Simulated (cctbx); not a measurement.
**A crystallographic session in cctbx: CaZrPt**

Library: cctbx 2025.11. The data are simulated by the first script.

## 1. Simulate the data

run.py:

```python
from cctbx import adptbx, crystal, miller, sgtbx, xray
from cctbx.array_family import flex
from iotbx.shelx import hklf
from scitbx import matrix
import scitbx.random

cs = crystal.symmetry(unit_cell=(7.29, 4.553, 7.8, 90, 90, 90), space_group_symbol='Hall: -P 2ac 2n')  # Pnma
atoms = [  # label, site, U (iso, or U11 U22 U33 U12 U13 U23 in A^2), occupancy
    ("Pt1", (0.7931, 0.75, 0.6045), (0.0116, 0.0086, 0.0091, 0.0000, -0.0013, 0.0000), 1),
    ("Zr1", (0.6703, 0.75, 0.929), (0.0155, 0.0148, 0.0147, 0.0000, 0.0013, 0.0000), 1),
    ("Ca1", (0.0136, 0.75, 0.192), (0.0197, 0.0137, 0.0103, 0.0000, 0.0006, 0.0000), 1),
]
xs = xray.structure(crystal_symmetry=cs)
for label, site, u, occ in atoms:
    u = adptbx.u_cif_as_u_star(cs.unit_cell(), u) if isinstance(u, tuple) else u
    xs.add_scatterer(xray.scatterer(label, site=site, u=u, occupancy=occ))
xs.set_inelastic_form_factors(0.71073, "sasaki")
xs.show_summary()
p1 = xs.expand_to_p1()
ms = miller.build_set(p1, anomalous_flag=True, d_min=0.77)
flex.set_random_seed(283136)
scitbx.random.set_random_seed(283136)
ms = ms.select(flex.random_double(ms.size()) < 0.95)
i = ms.structure_factors_from_scatterers(p1, algorithm="direct").f_calc().as_intensity_array().data()
i = i * 5000 / flex.max(i)
sig = flex.sqrt(i + flex.pow2(0.02 * i) + 8 ** 2)
noise = scitbx.random.variate(scitbx.random.normal_distribution())(i.size())
data = ms.array(data=i + sig * noise, sigmas=sig).set_observation_type_xray_intensity()
with open("data.hkl", "w") as f:
    data.export_as_shelx_hklf(f)
print("reflections written:", data.size(), " <I/sigma> = %.1f" % flex.mean(data.data() / data.sigmas()))
for h, a, b in list(data.sort("data"))[:12]:
    print("%4d%4d%4d %9.1f %7.1f" % (h + (a, b)))
```

```console
$ python run.py
```

```text
Number of scatterers: 3
At special positions: 3
Unit cell: (7.29, 4.553, 7.8, 90, 90, 90)
Space group: P n m a (No. 62)
reflections written: 2235  <I/sigma> = 9.5
   0  -2   0    5036.5   122.7
   0   2   0    5022.0   122.7
   0  -1   3    3878.2    98.0
   0   1  -3    3869.5    98.0
   0  -1  -3    3858.3    98.0
   0   1   3    3698.3    98.0
   0  -4   0    2171.0    62.8
   0   3   3    2151.5    61.8
   0  -3   3    2094.4    61.8
  -3   0   1    2081.7    60.1
   0   3  -3    2050.5    61.8
  -3   0  -1    2007.7    60.1
```

Run time: 0.36 s on 1 thread of Arm Neoverse N1, with other jobs on the host, peak memory 0.07 GiB.

## 2. Symmetry

run.py:

```python
from cctbx import crystal, sgtbx, statistics
from cctbx.array_family import flex
from iotbx.shelx import hklf

p1 = crystal.symmetry(unit_cell=(7.29, 4.553, 7.8, 90, 90, 90), space_group_symbol="P 1")
raw = hklf.reader(file_name="data.hkl").as_miller_arrays(crystal_symmetry=p1, anomalous=True)[0]
print(raw.size(), "reflections to d = %.3f A" % raw.d_min())
isig = raw.data() / raw.sigmas()
print("centring   violations  <I/sigma> of those")
best = "P"
for c in "ABCIRF":
    a = raw.customized_copy(space_group_info=sgtbx.space_group_info("Hall: %s 1" % c)).sys_absent_flags().data()
    m = flex.mean(isig.select(a))
    print("%5s %10d of %5d %8.1f" % (c, (isig.select(a) > 4).count(True), a.count(True), m))
    if (isig.select(a) > 4).count(True) < 0.01 * a.count(True):
        best = c
raw = raw.select(~raw.customized_copy(space_group_info=sgtbx.space_group_info("Hall: %s 1" % best)).sys_absent_flags().data())
isig = raw.data() / raw.sigmas()
rows = []
for s in sgtbx.space_group_symbol_iterator():
    g = sgtbx.space_group(s)
    if g.conventional_centring_type_symbol() != best or not g.is_compatible_unit_cell(p1.unit_cell(), 1e-3, 0.02):
        continue
    rows.append((s, g))
print("Laue class    unique    Rint  (classes that these axes allow; Friedel mates merged)")
rint = {}
for s, g in rows:
    laue = g.build_derived_patterson_group()
    key = laue.type().hall_symbol()
    if key not in rint:
        m = raw.customized_copy(space_group_info=laue.info(), anomalous_flag=False).merge_equivalents()
        rint[key] = m.r_int()
        print("%-14s %6d %7.3f" % (laue.type().lookup_symbol(), m.array().size(), m.r_int()))
floor = min(rint.values())
good = [(s, g) for s, g in rows if rint[g.build_derived_patterson_group().type().hall_symbol()] < 2 * floor + 0.03]
top = max(g.build_derived_patterson_group().order_z() for s, g in good)
print("space group    extra absences  I>4sigma  <I/sigma>")
for s, g in good:
    laue = g.build_derived_patterson_group()
    if laue.order_z() != top:
        continue
    a = raw.customized_copy(space_group_info=g.info()).sys_absent_flags().data()
    a &= ~raw.customized_copy(space_group_info=laue.info()).sys_absent_flags().data()
    bad = (isig.select(a) > 4).count(True)
    if bad <= 0.03 * a.count(True):
        print("%-16s %8d %10d %9s  %s" % (s.universal_hermann_mauguin(), a.count(True), bad, "%.1f" % flex.mean(isig.select(a)) if a.count(True) else "-", "centric" if g.is_centric() else "acentric"))
laue = max(good, key=lambda t: t[1].build_derived_patterson_group().order_z())[1].build_derived_patterson_group()
f = raw.customized_copy(space_group_info=laue.info(), anomalous_flag=False).merge_equivalents().array().eliminate_sys_absent().f_sq_as_f()
f.set_observation_type_xray_amplitude()
bins = max(3, min(8, f.size() // 12))
f.setup_binner(n_bins=bins)
w = statistics.wilson_plot(f, {e: n / laue.order_z() for e, n in {'Pt': 4.0, 'Zr': 4.0, 'Ca': 4.0}.items()}, e_statistics=True)
print("Wilson B = %.2f A^2   <|E^2-1|> = %.3f (0.968 centric, 0.736 acentric)   E^2>4: %.1f %%" % (w.wilson_b, w.mean_e_sq_minus_1, w.percent_e_sq_gt_2))
print("shell (A)         n   <I/sigma>")
m = raw.customized_copy(space_group_info=laue.info(), anomalous_flag=False).merge_equivalents().array().eliminate_sys_absent()
for b in m.setup_binner(n_bins=bins).range_used():
    sel = m.binner().selection(b)
    print("%5.2f - %4.2f %6d %8.1f" % (min(m.binner().bin_d_range(b)[0] if m.binner().bin_d_range(b)[0] > 0 else 99, 99), m.binner().bin_d_range(b)[1], sel.count(True), flex.mean((m.data() / m.sigmas()).select(sel))))
```

```console
$ python run.py
```

```text
2235 reflections to d = 0.771 A
centring   violations  <I/sigma> of those
    A        742 of  1134      9.4
    B        774 of  1146      9.5
    C        700 of  1100      9.4
    I        691 of  1097      8.1
    R        980 of  1489      9.5
    F       1108 of  1690      9.4
Laue class    unique    Rint  (classes that these axes allow; Friedel mates merged)
P -1             1172   0.039
P 1 2/m 1         664   0.047
P 1 1 2/m         636   0.048
P 2/m 1 1         637   0.048
P m m m           382   0.052
space group    extra absences  I>4sigma  <I/sigma>
P 2 2 2                 0          0         -  acentric
P 2 2 21                9          0       0.7  acentric
P 21 2 2               10          0      -0.8  acentric
P 2 21 2                6          0       0.6  acentric
P 21 21 2              16          0      -0.3  acentric
P 2 21 21              15          0       0.7  acentric
P 21 2 21              19          0      -0.1  acentric
P 21 21 21             25          0       0.1  acentric
P m m 2                 0          0         -  acentric
P 2 m m                 0          0         -  acentric
P m 2 m                 0          0         -  acentric
P 21 m a               82          0      -0.3  acentric
P m 2 a                82          0      -0.3  acentric
P n m 21               84          0       0.0  acentric
P n 21 m               84          0       0.0  acentric
P n 21 a              166          0      -0.1  acentric
P m m m                 0          0         -  centric
P m m a                82          0      -0.3  centric
P n m m :1             84          0       0.0  centric
P n m m :2             84          0       0.0  centric
P n m a               166          0      -0.1  centric
Wilson B = 0.77 A^2   <|E^2-1|> = 0.778 (0.968 centric, 0.736 acentric)   E^2>4: 1.2 %
shell (A)         n   <I/sigma>
 7.80 - 1.54     58     24.9
 1.54 - 1.22     53     25.7
 1.22 - 1.07     48     23.1
 1.07 - 0.97     44     19.0
 0.97 - 0.90     44     16.4
 0.90 - 0.85     51     19.1
 0.85 - 0.81     44     17.3
 0.81 - 0.77     40     17.3
```

Time: 0.53 s.

## 3. Patterson map

run.py:

```python
from cctbx import crystal, maptbx
from iotbx.shelx import hklf

cs = crystal.symmetry(unit_cell=(7.29, 4.553, 7.8, 90, 90, 90), space_group_symbol='Hall: -P 2ac 2n')  # Pnma
raw = hklf.reader(file_name="data.hkl").as_miller_arrays(crystal_symmetry=cs, anomalous=True)[0]
merged = raw.eliminate_sys_absent().merge_equivalents()
fo2 = merged.array().set_observation_type_xray_intensity()
f = fo2.average_bijvoet_mates().f_sq_as_f()
pm = f.patterson_map(symmetry_flags=maptbx.use_space_group_symmetry, sharpening=True, resolution_factor=0.25)
peaks = pm.peak_search(parameters=maptbx.peak_search_parameters(min_distance_sym_equiv=0.4, max_clusters=14)).all()
top = peaks.heights()[0]
print("Patterson group", f.patterson_symmetry().space_group_info())
print("      u       v       w   height  length (A)")
for x, h in zip(peaks.sites(), peaks.heights()):
    y = [t - round(t) for t in x]
    print("%7.3f %7.3f %7.3f %8.1f %8.2f" % (x + (1000 * h / top, cs.unit_cell().length(y))))
```

```console
$ python run.py
```

```text
Patterson group P m m m
      u       v       w   height  length (A)
  0.000   0.000   0.000   1000.0     0.00
  0.086   0.500   0.500    434.2     4.56
  0.500   0.000   0.293    431.7     4.30
  0.500   0.500   0.500    248.5     5.80
  0.417   0.500   0.208    216.1     4.13
  0.374   0.000   0.000    196.3     2.73
  0.000   0.500   0.176    195.2     2.66
  0.123   0.000   0.325    157.7     2.69
  0.311   0.500   0.107    107.4     3.32
  0.198   0.500   0.208     85.6     3.15
  0.218   0.000   0.411     75.2     3.58
  0.283   0.000   0.296     69.6     3.10
  0.061   0.226   0.000     50.9     1.12
  0.000   0.291   0.500     47.3     4.12
```

Time: 0.37 s.

## 4. Charge flipping

run.py:

```python
import itertools
from cctbx import crystal, maptbx
from cctbx.array_family import flex
from iotbx.shelx import hklf
from smtbx.ab_initio import charge_flipping as cf

cs = crystal.symmetry(unit_cell=(7.29, 4.553, 7.8, 90, 90, 90), space_group_symbol='Hall: -P 2ac 2n')  # Pnma
raw = hklf.reader(file_name="data.hkl").as_miller_arrays(crystal_symmetry=cs, anomalous=True)[0]
merged = raw.eliminate_sys_absent().merge_equivalents()
fo2 = merged.array().set_observation_type_xray_intensity()
f = fo2.average_bijvoet_mates().f_sq_as_f().resolution_filter(d_min=0.9)
p1 = f.expand_to_p1()
p1.setup_binner_counting_sorted(reflections_per_bin=max(40, p1.size() // 12))
work = p1.array(data=p1.data() / p1.amplitude_quasi_normalisations().data())
flex.set_random_seed(51088)
it = cf.weak_reflection_improved_iterator(delta=None, weak_reflection_fraction=0.1)
it.start(work, phases=flex.random_double(p1.size()) * 6.2832, f_000=0)
it.delta = 1.1 * it.rho_map.sigma()
print("cycle      R  skewness")
for n, st in enumerate(itertools.islice(it, 150)):
    if n % 12 == 0:
        print("%5d %6.3f %8.2f" % (n, st.r1_factor(), st.rho_map.skewness()))
rho = p1.phase_transfer(it.f_calc).fft_map().apply_volume_scaling()
polish = cf.low_density_elimination_iterator(constant_rho_c=rho.sigma())
polish.start(f_obs=p1, phases=it.f_calc, f_000=0)
for _ in range(8):
    next(polish)
print("origin shift          correlation  skewness")
maps = []
for fc, shift, cc in itertools.islice(cf.f_calc_symmetrisations(f, polish.f_calc, 0), 4):
    m = f.phase_transfer(fc).fft_map(symmetry_flags=maptbx.use_space_group_symmetry, resolution_factor=0.25).apply_sigma_scaling()
    maps.append((m.skewness(), cc, m))
    print("%6.3f %6.3f %6.3f %10.3f %9.2f" % (tuple(shift) + (cc, m.skewness())))
skew, cc, m = max((t for t in maps if t[1] > maps[0][1] - 0.04), key=lambda t: t[0])
print("taken: symmetry correlation %.3f, skewness %.2f" % (cc, skew))
peaks = m.peak_search(parameters=maptbx.peak_search_parameters(min_distance_sym_equiv=0.9, max_clusters=8)).all()
sps = cs.special_position_settings(min_distance_sym_equiv=0.5)
print("peak      x       y       z  mult  height/sigma")
for k, (x, h) in enumerate(zip(peaks.sites(), peaks.heights())):
    ss = sps.site_symmetry(x)
    print("Q%-3d %7.4f %7.4f %7.4f %4d %8.1f" % ((k + 1,) + tuple(t % 1 for t in ss.exact_site()) + (ss.multiplicity(), h)))
```

```console
$ python run.py
```

```text
cycle      R  skewness
    0  0.580     0.31
   12  0.468     3.04
   24  0.460     3.04
   36  0.462     2.89
   48  0.466     3.08
   60  0.440     2.70
   72  0.470     3.19
   84  0.456     2.93
   96  0.483     2.69
  108  0.471     3.18
  120  0.477     2.77
  132  0.480     2.95
  144  0.444     3.10
origin shift          correlation  skewness
 0.318  0.219  0.043      0.864      3.06
 0.009  0.222  0.038      0.841      2.23
 0.311  0.222  0.426      0.841      2.15
 0.118  0.215  0.043      0.823      1.76
taken: symmetry correlation 0.864, skewness 3.06
peak      x       y       z  mult  height/sigma
Q1    0.2075  0.7500  0.9171    4     11.4
Q2    0.9894  0.2500  0.4996    4      4.8
Q3    0.2121  0.7500  0.2889    4      4.8
Q4    0.1314  0.2500  0.7852    4      4.8
Q5    0.0095  0.7500  0.2987    4      4.2
Q6    0.1902  0.2500  0.0767    4      3.8
Q7    0.1614  0.7500  0.6202    4      1.3
Q8    0.1327  0.2500  0.5796    4      1.2
```

Time: 0.45 s.

## 5. Refinement (model from the peaks)

run.py:

```python
import math
from cctbx import adptbx, crystal, maptbx, sgtbx, xray
from cctbx.array_family import flex
from cctbx.xray import observations
from iotbx.shelx import hklf
from scitbx.lstbx import normal_eqns_solving
from smtbx import absolute_structure, utils
from smtbx.refinement import constraints, least_squares

cs = crystal.symmetry(unit_cell=(7.29, 4.553, 7.8, 90, 90, 90), space_group_symbol='Hall: -P 2ac 2n')  # Pnma
atoms = [  # label, site, U (iso, or U11 U22 U33 U12 U13 U23 in A^2), occupancy
    ("Pt1", (0.2075, 0.75, 0.9171), 0.0200, 1),
    ("Zr1", (0.9894, 0.25, 0.4996), 0.0200, 1),
    ("Ca1", (0.2121, 0.75, 0.2889), 0.0200, 1),
]
xs = xray.structure(crystal_symmetry=cs)
for label, site, u, occ in atoms:
    u = adptbx.u_cif_as_u_star(cs.unit_cell(), u) if isinstance(u, tuple) else u
    xs.add_scatterer(xray.scatterer(label, site=site, u=u, occupancy=occ))
xs.set_inelastic_form_factors(0.71073, "sasaki")
raw = hklf.reader(file_name="data.hkl").as_miller_arrays(crystal_symmetry=cs, anomalous=True)[0]
merged = raw.eliminate_sys_absent().merge_equivalents()
fo2 = merged.array().set_observation_type_xray_intensity()
print("Rint %.3f, %d unique reflections to %.2f A" % (merged.r_int(), fo2.size(), fo2.d_min()))
for sc in xs.scatterers():
    sc.flags.set_grad_site(True)
    sc.flags.set_grad_u_aniso(sc.flags.use_u_aniso())
    sc.flags.set_grad_u_iso(sc.flags.use_u_iso())
obs = fo2.as_xray_observations()
extra = {}
rep = constraints.reparametrisation(xs, [], utils.connectivity_table(xs), **extra)
ls = least_squares.crystallographic_ls(obs, rep, weighting_scheme=least_squares.mainstream_shelx_weighting(a=0, b=0))
print("cycle     R1     wR2    GooF  max shift (A)")
for cycle in range(6):
    ls.build_up()
    r1, wr2, goof = ls.r1_factor(cutoff_factor=2)[0], ls.wR2(), ls.goof()
    old = xs.sites_cart()
    normal_eqns_solving.levenberg_marquardt_iterations(ls, n_max_iterations=3, tau=0.0001, step_threshold=1e-7)
    big = flex.max((xs.sites_cart() - old).norms())
    print("%4d %7.4f %7.4f %7.3f %9.5f" % (cycle + 1, r1, wr2, goof, big))
    ls.build_up(objective_only=True)
    if abs(ls.wR2() - wr2) < 5e-5 and big < 5e-4:
        break
ls.build_up()
print("final R1 %.4f wR2 %.4f GooF %.3f  parameters %d  data/parameter %.1f" % (ls.r1_factor(cutoff_factor=2)[0], ls.wR2(), ls.goof(), ls.n_parameters, fo2.size() / ls.n_parameters))
cov = ls.covariance_matrix_and_annotations()
su = dict(zip(cov.annotations, (math.sqrt(max(v, 0)) for v in cov.matrix.matrix_packed_u_diagonal())))
a2 = cs.unit_cell().reciprocal_parameters()[0] ** -2
print("atom        x        y        z      Ueq    occ   su(xyz)  su(Uiso or U11)")
for sc in xs.scatterers():
    s = max(su.get(sc.label + k, 0) for k in (".x", ".y", ".z"))
    npd = "" if sc.is_positive_definite_u(cs.unit_cell()) else "  NPD"
    print("%-5s %8.5f %8.5f %8.5f %8.4f %6.3f %8.5f %7.4f%s" % ((sc.label,) + sc.site + (sc.u_iso_or_equiv(cs.unit_cell()), sc.occupancy, s, su.get(sc.label + ".uiso", su.get(sc.label + ".u11", 0) * a2), npd)))
fo = fo2.f_sq_as_f()
fc = fo.structure_factors_from_scatterers(xs, algorithm="direct").f_calc()
diff = fo.f_obs_minus_f_calc(1 / math.sqrt(ls.scale_factor()), fc).average_bijvoet_mates()
m = diff.fft_map(symmetry_flags=maptbx.use_space_group_symmetry, resolution_factor=0.25).apply_volume_scaling()
print("difference map: max %.2f min %.2f rms %.2f" % (m.statistics().max(), m.statistics().min(), m.statistics().sigma()))
peaks = m.peak_search(parameters=maptbx.peak_search_parameters(min_distance_sym_equiv=0.6, max_clusters=5)).all()
near = xs.closest_distances(peaks.sites(), distance_cutoff=4)
sps = cs.special_position_settings(min_distance_sym_equiv=0.5)
for k, (x, h) in enumerate(zip(peaks.sites(), peaks.heights())):
    ss = sps.site_symmetry(x)
    print("Q%-3d %7.4f %7.4f %7.4f %4d %7.2f  %.2f A from %s" % ((k + 1,) + tuple(t % 1 for t in ss.exact_site()) + (ss.multiplicity(), h, near.smallest_distances[k], xs.scatterers()[near.i_seqs[k]].label)))
```

```console
$ python run.py
```

```text
Rint 0.050, 331 unique reflections to 0.77 A
cycle     R1     wR2    GooF  max shift (A)
   1  0.5278  0.8094  24.967   0.34261
   2  0.3504  0.6122  18.885   0.16851
   3  0.3393  0.6048  18.658   0.30112
   4  0.3370  0.6028  18.595   0.18442
   5  0.3358  0.6022  18.577   0.02006
   6  0.3356  0.6022  18.576   0.00205
final R1 0.3356 wR2 0.6022 GooF 18.576  parameters 9  data/parameter 36.8
atom        x        y        z      Ueq    occ   su(xyz)  su(Uiso or U11)
Pt1    0.20940  0.75000  0.89426   0.0018  1.000  0.00115  0.0022
Zr1    0.99948  0.25000  0.54537   0.1537  1.000  0.02018  0.0485
Ca1    0.29077  0.75000  0.27289   0.1662  1.000  0.03013  0.0917
difference map: max 119.36 min -28.37 rms 8.37
Q1    0.1727  0.2500  0.0729    4  123.44  2.36 A from Ca1
Q2    0.0206  0.2500  0.6908    4   64.82  1.14 A from Zr1
Q3    0.2155  0.7500  0.9070    4   55.76  0.11 A from Pt1
Q4    0.0806  0.7500  0.5762    4   31.23  1.11 A from Zr1
Q5    0.0774  0.2500  0.4235    4   29.72  1.11 A from Zr1
```

Time: 0.67 s.

Figures of merit this high mean that the model is still wrong or incomplete.

## 6. Charge flipping

run.py, as its changes from the last script of this kind:

```diff
@@ -13,3 +13,2 @@
-p1.setup_binner_counting_sorted(reflections_per_bin=max(40, p1.size() // 12))
-work = p1.array(data=p1.data() / p1.amplitude_quasi_normalisations().data())
-flex.set_random_seed(51088)
+work = p1
+flex.set_random_seed(51089)
@@ -20,2 +19,2 @@
-for n, st in enumerate(itertools.islice(it, 150)):
-    if n % 12 == 0:
+for n, st in enumerate(itertools.islice(it, 300)):
+    if n % 25 == 0:
```

```console
$ python run.py
```

```text
cycle      R  skewness
    0  0.588     0.27
   25  0.395     2.93
   50  0.338     4.14
   75  0.277     4.00
  100  0.287     3.87
  125  0.297     3.84
  150  0.291     3.81
  175  0.287     3.83
  200  0.287     3.81
  225  0.291     3.92
  250  0.282     3.81
  275  0.280     3.93
origin shift          correlation  skewness
 0.014 -0.016 -0.008      0.932      3.88
 0.313 -0.014 -0.010      0.919      3.20
 0.205 -0.027 -0.012      0.896      3.97
 0.015 -0.002  0.282      0.857      2.08
taken: symmetry correlation 0.896, skewness 3.97
peak      x       y       z  mult  height/sigma
Q1    0.9907  0.2500  0.0945    4     12.6
Q2    0.1020  0.2500  0.3973    4      6.6
Q3    0.1388  0.7500  0.3683    4      3.1
Q4    0.1802  0.7500  0.8849    4      3.1
Q5    0.1962  0.2500  0.7018    4      2.3
Q6    0.0961  0.7500  0.5707    4      2.1
Q7    0.1817  0.2500  0.9824    4      1.6
Q8    0.0617  0.6257  0.7662    8      1.6
```

Run time: 0.5 s on 1 thread of Arm Neoverse N1, on a shared host, peak memory 0.07 GiB.

[Logs are printed without paths, hosts, clocks, repeated set-up lines and the standing remarks that a program may print on its own settings, such as how far it seeks lower states.]
